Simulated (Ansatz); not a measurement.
# CsH (Pm-3m): from the cell to its phonons, part 2 of 4

Aim: the vibrations of CsH (Pm-3m), their spectra, and whether the structure is stable.

Ansatz 0.2.0; DFT LDA, scalar-relativistic, plane waves, PAW.

So far. Step 4 (Tight relaxation): The forces vanish by symmetry and the pressure is -0.003 GPa, within the tolerances set. The cell now holds 24.09 Å³/atom. The relaxed cell has a = 3.639 Å (conventional setting).

## 5. Modes at Γ

The zone centre comes first: it holds the modes that light can see, as far as symmetry allows. The response to a homogeneous field gives the Born charges and the dielectric tensor.

input.yaml

```yaml
crystal:
  lattice:
    - [3.6385986822, 0.0, 0.0]
    - [0.0, 3.6385986822, 0.0]
    - [0.0, 0.0, 3.6385986822]
  atoms:
    - { symbol: Cs, position: [0.0, 0.0, 0.0] }
    - { symbol: H, position: [0.5, 0.5, 0.5] }
kpoints:
  mp_grid: { grid: [8, 8, 8] }
hamiltonian:
  xc: lda
scf:
  occupations: { method: fixed }
output:
  eigenvalues: true
phonons:
  method: dfpt
  dielectric: true
  rigid_motions: translations
```

Run with:

```bash
$ ansatz run input.yaml --threads 4 --pin off --max-ram 7168MiB --backend cpu --events-out ev --progress --plain --runs-dir out
```

Numbers of over 12 decimals in the logs are rounded to 6 here.

Output:

```text
[...]
Crystal: 2 atoms, lattice volume = 48.173 Å³
Basis set: ecut = 420 eV, 925 PW (Γ), exchange–correlation on 50×50×50 points (8 copies of the dense FFT grid, shifted against one another)
Bands: 9, of which v1, the nominal top of the filled ones, is band 5 counted from 1 (4 counted from 0)
Symmetry: 48 space group operations
k-points: 75 of 512 (irreducible under 8 space group operations, time reversal used)
[...]
SCF iter   1: F=—  HF=-5520.975999 eV  |F-HF|=—  |Δ(HF+E_count)|=         —  Δρ=9.05e-3  dr2=4.71e-2  ethr=1.77e-3  ⟨swp⟩=4.8  Hψ=4398  notcnv=0  defer=133
[...]
SCF iter   7: F=-5520.958442 eV  HF=-5520.958442 eV  |F-HF|=0.00e0  |Δ(HF+E_count)|=  2.00e-10  Δρ=6.77e-8  dr2=1.14e-12  ethr=1.00e-12  ⟨swp⟩=7.5  Hψ=4339  notcnv=0
SCF 1 converged in 7 iterations: F = -5520.958442 eV  dr2 = 1.14e-12
[...]
DFPT response loops at Γ: preconditioner auto → none (the input reference at scf.mixing.eps_inf says where Resta's filter doesn't serve); β = 0.50; Broyden in place of MSR1
── the response to a field inside a basis, on 8×8×8 k-points: an SCF that follows is theirs, and a resumed run solves both again ──
Bands: 6, of which v1, the nominal top of the filled ones, is band 5 counted from 1 (4 counted from 0)
k-points: 20 of 512
[...]
Eigensolver: Dense (20 Hₖ)
SCF iter   1: F=—  HF=-5520.958503 eV  |F-HF|=—  |Δ(HF+E_count)|=         —  Δρ=1.51e-4  dr2=1.77e-6  ethr=1.00e-1
[...]
SCF iter   3: F=-5520.958504 eV  HF=-5520.958504 eV  |F-HF|=4.52e-9  |Δ(HF+E_count)|=   3.70e-7  Δρ=6.53e-6  dr2=9.53e-9  ethr=4.04e-9
SCF 1 converged in 3 iterations: F = -5520.958504 eV  dr2 = 9.53e-9
[...]
WARN: field response: ε∞ stands inside a basis, on 8×8×8 points; the force constants stand on the 8×8×8 k-mesh, whose period is 13.39 times the interband length at k = (-0.5000, -0.5000, -0.5000), direct gap 2.420 eV, under 14: take them and everything formed from them as unconverged, and compare with a denser kpoints.mp_grid
SCF converged after 7 iterations
Free energy (F): -5520.958442 eV
[...]
Internal energy: -5520.958442 eV  (E = F + TS)
E sigma→0 (E₀):  -5520.958442 eV
Fermi energy:    5.325283 eV
[...]
--- Band table (eV; the first three rows and the last of 75) ---
[...]
--- Phonons (Γ-DFPT): 2 representative perturbations + reference, on 75 of 512 k-points (Σ response iterations 7) ---
  k mesh reduced under 8 symmetry operations, with k and −k counted as one. Each operation leaves every solved perturbation unchanged. A smaller set is not considered because the run solves the response to a homogeneous field
  ASR residual: 2.294e-5 → 0.000e0 eV/Å²; symmetrization residual: 2.018e-7 eV/Å²
  ASR residual per site (eV/Å²): 1.27e-5 2.29e-5
  Γ frequencies (cm⁻¹): 0.00 0.00 0.00 416.09 416.09 416.09
  ε∞ (high-frequency dielectric tensor):
        4.201495     0.000000     0.000000
        0.000000     4.201495     0.000000
        0.000000     0.000000     4.201495
  ε⁰ (static dielectric tensor: ions relaxed, cell fixed):
       12.196461     0.000000    -0.000000
        0.000000    12.196461     0.000000
       -0.000000     0.000000    12.196461
  ε⁰ − ε∞ (ionic part):
        7.994966    -0.000000    -0.000000
       -0.000000     7.994966     0.000000
       -0.000000     0.000000     7.994966
  softest optical mode at Γ: 416.09 cm⁻¹; the repairs (sum rule, projections) moved no ω² at Γ by more than (2.55 cm⁻¹)²
  Born effective charges Z* (e; rows j = field, columns β = displacement):
    site 0:
         1.16433   -0.00000    0.00000
        -0.00000    1.16433    0.00000
        -0.00000    0.00000    1.16433
    site 1:
        -1.16433    0.00000    0.00000
         0.00000   -1.16433    0.00000
         0.00000    0.00000   -1.16433
  Z* charge neutrality: 4.312e-4 e pre-enforcement
  solved inside a basis spanned on kpoints, on 8×8×8 k-points, its susceptibility summed on 12×12×12: ε∞ is read to err by 1.0e-2, Z* by 9.7e-3 e (field_mesh: kpoints solves on kpoints); Z* is corrected for what the basis lacks
  optical modes at Γ without the LO–TO term, one row a degenerate level:
      ω (cm⁻¹)  modes    IR ((D/Å)²/amu)
        416.09      3            93.7895
  optical modes at Γ + LO–TO along q̂ = [1.0000, 0.0000, 0.0000]:
      ω (cm⁻¹)  modes    IR ((D/Å)²/amu)
        416.09      2            62.5263
        708.93      1            31.2632
  optical modes at Γ + LO–TO along q̂ = [0.0000, 1.0000, 0.0000]:
      ω (cm⁻¹)  modes    IR ((D/Å)²/amu)
        416.09      2            62.5263
        708.93      1            31.2632
  optical modes at Γ + LO–TO along q̂ = [0.0000, 0.0000, 1.0000]:
      ω (cm⁻¹)  modes    IR ((D/Å)²/amu)
        416.09      2            62.5263
        708.93      1            31.2632
```

Wall time 3.5 s (4 threads of Intel Xeon 6975P-C (Granite Rapids), shared host); peak memory 0.49 GiB.

The column dr2 measures how far the density is from self-consistency, as an energy; F and HF (Harris–Foulkes) agree once it is small.

Numbers from this step:

```
sum-rule residual before enforcement                    : 2.29e-5 eV/Å²
miss of the charge sum rule                             : 4.31e-4 e
estimated error of the dielectric tensor                : 0.01049
estimated error of the Born charges                     : 0.009660 e
point group                                             : m-3m
highest optical mode at the zone centre (no LO-TO term) : 416.1 cm⁻¹
lowest optical zone-centre mode                         : 416.1 cm⁻¹
mean high-frequency dielectric constant                 : 4.202
largest Born charge (third of the trace)                : 1.164 e
mean static dielectric constant                         : 12.20
top of the zone-centre spectrum with the field          : 708.9 cm⁻¹
```

Without the LO-TO term. Patterns of degenerate modes are one choice out of their space. The modes at Γ (shares of kinetic energy by element, %):

```
mode  frequency (cm⁻¹)  symmetry  Cs %  H %
   1               0.0  acoustic    99    1
   2               0.0  acoustic    99    1
   3               0.0  acoustic    99    1
   4             416.1       T1u     1   99
   5             416.1       T1u     1   99
   6             416.1       T1u     1   99
```

Displacements in mode 6 (416.1 cm⁻¹), the largest set to 1:
```
Cs1  0.00  0.00 -0.01
H2   0.00  0.00  1.00
```

Optical modes at the zone centre, without and with the macroscopic field of the longitudinal modes; each column is sorted by frequency, so a row need not hold one and the same mode. Modes with and without the field, by row:

```
rank among optical modes  no field (cm⁻¹)  q along (1, 0, 0) (cm⁻¹)
                       1            416.1                     416.1
                       2            416.1                     416.1
                       3            416.1                     708.9
```

Born charge (rows field, columns displacement) (e), principal values of the symmetric part by kind of site:

```
atom  atoms with these values    low  middle   high   mean
 Cs1                        1   1.16    1.16   1.16   1.16
  H2                        1  -1.16   -1.16  -1.16  -1.16
```

In full for H2:

```
-1.16  0.00  0.00
 0.00 -1.16  0.00
 0.00  0.00 -1.16
```

High-frequency dielectric tensor:

```
4.20 0.00 0.00
0.00 4.20 0.00
0.00 0.00 4.20
```

Static dielectric tensor (ions relaxed, fixed cell):

```
12.20  0.00  0.00
 0.00 12.20  0.00
 0.00  0.00 12.20
```

Transverse modes. Lines of the infrared spectrum (strongest = 100):

```
position (cm⁻¹)  label  relative intensity
            416    T1u                 100
```

Before it was imposed, the acoustic sum rule was missed by 2.3e-5 eV/Å² and the charge sum rule by 4.3e-4 e. Small misses are needed for a sound result but don't prove that mesh and cutoff are converged. The lowest optical mode is real, 416 cm⁻¹.

The log warns of the k mesh: “the force constants stand on the 8×8×8 k-mesh, whose period is 13.39 times the interband length at k = (-0.5000, -0.5000, -0.5000), direct gap 2.420 eV, under 14: take them and everything formed from them as unconverged”.

[end of part 2 of 4]

[Logs are printed without paths, hosts, clocks, repeated set-up lines and the standing remarks that a program may print on its own settings, such as how far it seeks lower states.]

[Hosts, paths, dates, database ids (printed as entryN), source tags and the programs' standing remarks are cut or masked in the printed files.]
